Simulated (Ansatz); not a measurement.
# AlC, from a guessed structure to a relaxed one, part 2 of 2

This structure for AlC is made up. Its elements were placed in a known structure type with a cell scaled to their sizes. What cell does the guess relax to, and how far off was it?

Ansatz 0.2.0; DFT, PBE, plane-wave PAW, files of the set soft_1, scalar-relativistic, no spin, cell and ions relaxed at zero pressure; PAW set soft_1 (the session's first sound run).

So far: The structure; Relaxation of the guess. The relaxed cell has a = 4.656 Å (conventional setting).

### Step 3. Bands of the relaxed cell

A second self-consistent run takes a narrower smearing and the mesh shown in its input; the bands follow along the standard path of the relaxed lattice.

This step: DFT, PBE, plane-wave PAW, files of the set soft_1, scalar-relativistic, no spin, bands and density of states at the relaxed cell; PAW set soft_1 (Ansatz 0.2.0).

Contents of input.yaml:

```yaml
crystal:
  lattice:
    - [0.0, 2.3280122737, 2.3280122737]
    - [2.3280122737, 0.0, 2.3280122737]
    - [2.3280122737, 2.3280122737, 0.0]
  atoms:
    - { symbol: Al, position: [0.0, 0.0, 0.0] }
    - { symbol: C, position: [0.75, 0.75, 0.75] }
kpoints:
  mp_grid: { grid: [12, 12, 12] }
  band_path:
    path:
      - [[0.0, 0.0, 0.0], [0.5, 0.0, 0.5], [0.5, 0.25, 0.75], [0.375, 0.375, 0.75], [0.0, 0.0, 0.0], [0.5, 0.5, 0.5], [0.625, 0.25, 0.625], [0.5, 0.25, 0.75], [0.5, 0.5, 0.5], [0.375, 0.375, 0.75]]
      - [[0.625, 0.25, 0.625], [0.5, 0.0, 0.5]]
    npoints: 8
scf:
  occupations: { method: fermi_dirac, width: 0.03 }
  n_extra_bands: 6
hamiltonian:
  xc: pbe
  pseudopotentials: { kind: paw, azcp: { folder: soft_1 } }
output:
  forces: true
  stress: true
  write_bands: true
  dos: { projected: true }
  write_density: true
  write_potential: true
  elf: true
  volumetric_format: npy
```

On the command line:

```bash
ansatz run input.yaml --threads 4 --pin off --max-ram 8192MiB --backend cpu --events-out ev --progress --plain --runs-dir out
```

Numbers of over 12 decimals in the logs are rounded to 6 here.

The log of the run:

```text
[...]
Crystal: 2 atoms, lattice volume = 25.234 Å³
Basis set: ecut = 420 eV, 531 PW (Γ), exchange–correlation on 48×48×48 points (8 copies of the dense FFT grid, shifted against one another)
Bands: 10, of which v1, the nominal top of the filled ones, is band 4 counted from 1 (3 counted from 0)
Symmetry: 24 space group operations
[...]
k-points: 72 of 1728 (time reversal used)
[...]
SCF iter   1: F=—  HF=-787.959131 eV  |F-HF|=—  |Δ(HF+E_count)|=         —  Δρ=8.43e-2  dr2=2.55e0  ethr=3.10e-3  ⟨swp⟩=5.0  Hψ=4794  notcnv=0
[...]
SCF iter   6: F=-787.185030 eV  HF=-787.185031 eV  |F-HF|=1.28e-8  |Δ(HF+E_count)|=   1.43e-6  Δρ=1.24e-5  dr2=3.08e-8  ethr=1.43e-9  ⟨swp⟩=12.3  Hψ=4547  notcnv=0
SCF 1 converged in 6 iterations: F = -787.185030 eV  dr2 = 3.08e-8
[...]
NSCF: frozen V_eff on 82 k-points
SCF converged after 6 iterations
Free energy (F): -787.185030 eV
[...]
Internal energy: -787.178968 eV  (E = F + TS)
E sigma→0 (E₀):  -787.181999 eV
Entropy (-TS):   -0.006062 eV (-3.031 meV/atom)
Fermi energy:    5.654590 eV
[...]
--- Stress (GPa, compression-positive) ---
        0.059530       0.000000       0.000000
       -0.000000       0.059530      -0.000000
        0.000000      -0.000000       0.059530
  P = ⅓ Tr σ = 0.0595 GPa (0.595 kbar)
--- Band table (eV; the first three rows and the last of 72) ---
[...]
```

Elapsed: 1.1 s, on 4 threads of Arm Neoverse V1, shared host; peak memory 0.29 GiB; 3.5 s of CPU time.

This step gave:

```
free energy             : -787.1850 eV
energy at zero smearing : -787.1820 eV
smearing term TS        : 0.006062 eV
Fermi energy            : 5.655 eV
pressure                : 0.05953 GPa
```

From bands.tsv, the bands that come nearest the Fermi level along the path, at its corners, in eV from the Fermi level:

```tsv
point	band 1	band 2	band 3	band 4	band 5	band 6	band 7	band 8
Γ	-12.15	0.92	0.92	0.92	5.71	10.00	10.00	10.00
X	-8.77	-4.51	-1.17	-1.17	3.10	6.66	13.66	14.37
W	-8.67	-3.61	-2.76	-2.20	5.94	10.52	10.58	10.67
K	-8.78	-3.95	-3.06	-0.73	4.73	8.90	12.36	12.63
Γ	-12.15	0.92	0.92	0.92	5.71	10.00	10.00	10.00
L	-9.63	-5.32	0.31	0.31	6.82	9.22	9.22	9.84
U	-8.78	-3.95	-3.06	-0.73	4.73	8.90	12.36	12.63
W	-8.67	-3.61	-2.76	-2.20	5.94	10.52	10.58	10.67
L	-9.63	-5.32	0.31	0.31	6.82	9.22	9.22	9.84
K	-8.78	-3.95	-3.06	-0.73	4.73	8.90	12.36	12.63
U	-8.78	-3.95	-3.06	-0.73	4.73	8.90	12.36	12.63
X	-8.77	-4.51	-1.17	-1.17	3.10	6.66	13.66	14.37
```

States per cell as run, both spins, in windows of 1 eV, from dos.tsv (zero at the Fermi level):

```
from  to  total
  -8  -7   0.00
  -7  -6   0.00
  -6  -5   0.04
  -5  -4   0.78
  -4  -3   0.76
  -3  -2   0.77
  -2  -1   1.14
  -1   0   1.54
   0   1   0.97
   1   2   0.00
   2   3   0.00
   3   4   0.06
   4   5   0.22
   5   6   0.50
```

Below -8 eV lie 2.0 more states.

ELF in the ac plane of a cell with a along [110], b along [-110] and c along [001] of the cube at fractional y = 0.000, with atoms of Al and C within 0.2 Å of it. It is the smooth field of the valence electrons, not physical close to the nuclei.

Ten even steps from '_' (0.03) to '@' (0.87), each cell a mean:
```
____::==--==--..______::==--==--..__
....................................
--::..______..::----::..______..::--
....__________........__________....
______......____________......______
____..==++++::________..==++++::____
__..==##%%%%**::____..==##%%%%**::__
..--##%%####%%++::..--##%%####%%++::
::**%%**..==%%##==::**%%**..==%%##==
--%%@@%%--**@@@@++--%%@@%%--**@@@@++
__++@@@@%%@@@@%%::__++@@@@%%@@@@%%::
::..**%%%%%%%%--__::..**%%%%%%%%--__
```
Columns run along a (6.6 Å), rows up along c (4.7 Å), edges of the conventional cell, whose origin can differ from the input's. Atoms in or near the plane, at fractional coordinates: Al at (0.50, 0.00), Al at (0.00, 0.00), C at (0.75, 0.25), C at (0.25, 0.25).

Valence density in the ac plane of a cell with a along [110], b along [-110] and c along [001] of the cube at fractional y = 0.000, with atoms of Al and C within 0.2 Å of it. It is the smooth field of the valence electrons, not physical close to the nuclei.

Ten even steps from '0' (0.0 e/Å³) to '9' (1.6 e/Å³), each cell a mean:
```
000000000000000000
000000000000000000
000000000000000000
000000000000000000
000000000000000000
000000000000000000
000232100000232100
002587310002587310
013899520013899520
014899621014899621
012455320012455320
001122100001122100
```
Columns run along a (6.6 Å), rows up along c (4.7 Å), edges of the conventional cell, whose origin can differ from the input's. Atoms in or near the plane, at fractional coordinates: Al at (0.50, 0.00), Al at (0.00, 0.00), C at (0.75, 0.25), C at (0.25, 0.25).

Electrostatic potential energy in the ac plane of a cell with a along [110], b along [-110] and c along [001] of the cube at fractional y = 0.000, with atoms of Al and C within 0.2 Å of it. With pseudopotentials it is smooth inside the atoms' cores, unlike the true potential.

Ten even steps from '_' (-44 eV) to '@' (11 eV), each cell a mean:
```
@@####%%@@@@##**%%@@####%%@@@@##**%%
****%%@@@@@@%%##******%%@@@@@@%%##**
%%%%@@@@@@@@@@%%%%%%%%@@@@@@@@@@%%%%
@@@@@@@@@@@@@@@@@@@@@@@@@@@@@@@@@@@@
@@@@@@@@@@@@@@@@@@@@@@@@@@@@@@@@@@@@
@@@@@@@@@@@@@@@@@@@@@@@@@@@@@@@@@@@@
@@@@@@@@%%%%@@@@@@@@@@@@@@%%%%@@@@@@
@@@@@@**--==%%@@@@@@@@@@**--==%%@@@@
@@@@%%::____**@@@@@@@@%%::____**@@@@
######--__..**%%########--__..**%%##
##**####****##**####**####****##**##
@@##**%%@@@@##**@@@@##**%%@@@@##**@@
```
Columns run along a (6.6 Å; values clipped at the 3rd and 97th percentile), rows up along c (4.7 Å), edges of the conventional cell, whose origin can differ from the input's. Atoms in or near the plane, at fractional coordinates: Al at (0.50, 0.00), Al at (0.00, 0.00), C at (0.75, 0.25), C at (0.25, 0.25).

### Step 4. Summary of results

| Property | Result |
| --- | --- |
| space group, relaxed | F-43m |
| conventional cell | a = 4.656, b = 4.656, c = 4.656 Å; α = 90.0°, β = 90.0°, γ = 90.0° |
| volume per atom | 12.62 Å³ (guess 11.24) |

**Reading.** AlC relaxes to F-43m with a = 4.656, b = 4.656 and c = 4.656 Å. The guessed volume was 11 % too small. The space group F-43m was held in the relaxation, so the end point is a stationary structure within it and may be a saddle against distortions or other arrangements. Bands cross the Fermi level, so it is a metal or semimetal at this level. The electron count is odd, which forces that without spin polarisation or a larger cell. On the 12×12×12 mesh with the narrower smearing (relaxed on 10×10×10) the forces vanish, as symmetry may demand, and the largest stress component is 0.060 GPa, against the relaxation's thresholds of 0.015 eV/Å and 0.05 GPa. The cutoff wasn't tested. No dispersion term is used, so weakly bound directions may come out too long. Nothing here tests whether the compound is stable against decomposition.

[Logs are printed without paths, hosts, clocks, repeated set-up lines and the standing remarks that a program may print on its own settings, such as how far it seeks lower states.]

[Hosts, paths, dates, database ids (printed as entryN), source tags and the programs' standing remarks are cut or masked in the printed files.]
